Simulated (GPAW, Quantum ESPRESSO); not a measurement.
Consider MnZn (Pm-3m).

```
Zn Mn
1.0
     3.07000    0.00000    0.00000
     0.00000    3.07000    0.00000
     0.00000    0.00000    3.07000
Zn Mn
1 1
Direct
  0.50000 0.50000 0.50000
  0.00000 0.00000 0.00000
```

Absorber: atom 1, with 8 Mn at 2.66 Å and 6 Zn at 3.07 Å (cube and octahedron, as in bcc, site symmetry m-3m). Method: Quantum ESPRESSO XSpectra, LDA, excited-electron core hole (neutral cell), 16-atom cell with 6.1 Å between holes, 4×4×4 k points, dipole transitions, Lorentzian half width 0.83 eV.

**Question.** Predict the near-edge structure at the Zn K edge.

Main maxima up to 30 eV above the zero (height): 7.5 eV (1.40), 14.4 eV (1.41), 17.8 eV (1.08), 23.1 eV (1.21) and 28.3 eV (1.53). A K edge sees empty p states on the absorber. The total-energy difference is 9676.25 eV. One term is added: -30.82 eV, since the hole is spin-paired here and a spin-polarised one costs that much less in the free atom (computed apart). The photon energy is then 9645.43 eV. The tabulated edge of the element is 9659 eV. The functional leaves an error in such absolute values: in the free atom LDA prices this hole 19.1 eV below PBE (computed apart), and PBE is itself good to a few eV.

The Zn K spectrum (energy from the energy zero of the input (xe0, at the border of filled and empty states); intensity scaled to a mean of 1 over the first 20 eV; the points at xe0, where the cut of filled states can leave a spike, are interpolated):

| E (eV) | intensity |
| --- | --- |
| -2.0 | 0.09 |
| -1.5 | 0.11 |
| -1.0 | 0.14 |
| -0.5 | 0.20 |
| 0.0 | 0.30 |
| 0.5 | 0.39 |
| 1.0 | 0.43 |
| 1.5 | 0.45 |
| 2.0 | 0.51 |
| 2.5 | 0.56 |
| 3.0 | 0.60 |
| 3.5 | 0.65 |
| 4.0 | 0.73 |
| 4.5 | 0.86 |
| 5.0 | 1.00 |
| 5.5 | 1.14 |
| 6.0 | 1.22 |
| 6.5 | 1.31 |
| 7.0 | 1.37 |
| 7.5 | 1.40 |
| 8.0 | 1.37 |
| 8.5 | 1.31 |
| 9.0 | 1.27 |
| 9.5 | 1.22 |
| 10.0 | 1.15 |
| 10.5 | 1.10 |
| 11.0 | 1.11 |
| 11.5 | 1.08 |
| 12.0 | 1.00 |
| 12.5 | 0.96 |
| 13.0 | 1.03 |
| 13.5 | 1.15 |
| 14.0 | 1.33 |
| 14.5 | 1.40 |
| 15.0 | 1.28 |
| 15.5 | 1.06 |
| 16.0 | 0.90 |
| 16.5 | 0.87 |
| 17.0 | 0.94 |
| 17.5 | 1.05 |
| 18.0 | 1.08 |
| 18.5 | 1.04 |
| 19.0 | 0.98 |
| 19.5 | 0.88 |
| 20.0 | 0.81 |
| 20.5 | 0.83 |
| 21.0 | 0.88 |
| 21.5 | 0.92 |
| 22.0 | 0.99 |
| 22.5 | 1.13 |
| 23.0 | 1.21 |
| 23.5 | 1.19 |
| 24.0 | 1.15 |
| 24.5 | 1.09 |
| 25.0 | 1.06 |
| 25.5 | 1.03 |
| 26.0 | 1.01 |
| 26.5 | 1.06 |
| 27.0 | 1.16 |
| 27.5 | 1.31 |
| 28.0 | 1.48 |
| 28.5 | 1.51 |
| 29.0 | 1.35 |
| 29.5 | 1.19 |
| 30.0 | 1.15 |
| 30.5 | 1.23 |
| 31.0 | 1.27 |
| 31.5 | 1.24 |
| 32.0 | 1.20 |

XSpectra leaves a spike where filled states are cut (about half a line width round xe0); it is interpolated away in tables and plots. The spins start ferromagnetically in a simple order, which needn't be the measured one; gap and edge can depend on it. The holes are only 6.1 Å apart, so the shape is probably not converged with cell size; no larger cell was run here. Lifetime broadening is put in by hand, and intensities beyond about 20 eV depend on it and on the partial waves. The structure is a published determination, not relaxed.

[Banner, clock and machine lines of the logs are left out without a mark of their own.]

[Logs are printed without paths, hosts, clocks, repeated set-up lines and the standing remarks that a program may print on its own settings, such as how far it seeks lower states.]

[Hosts, paths, dates, database ids (printed as entryN), source tags and the programs' standing remarks are cut or masked in the printed files.]

[Lists of maxima count a maximum above −3 eV only where it reaches 4 % of the highest in the window and stands out from its surroundings by 2 % of it (1.5 % where it reaches 55 %); shoulders and weaker maxima are passed over, and of the rest the first, up to two pre-edge ones and the few strongest are named.]
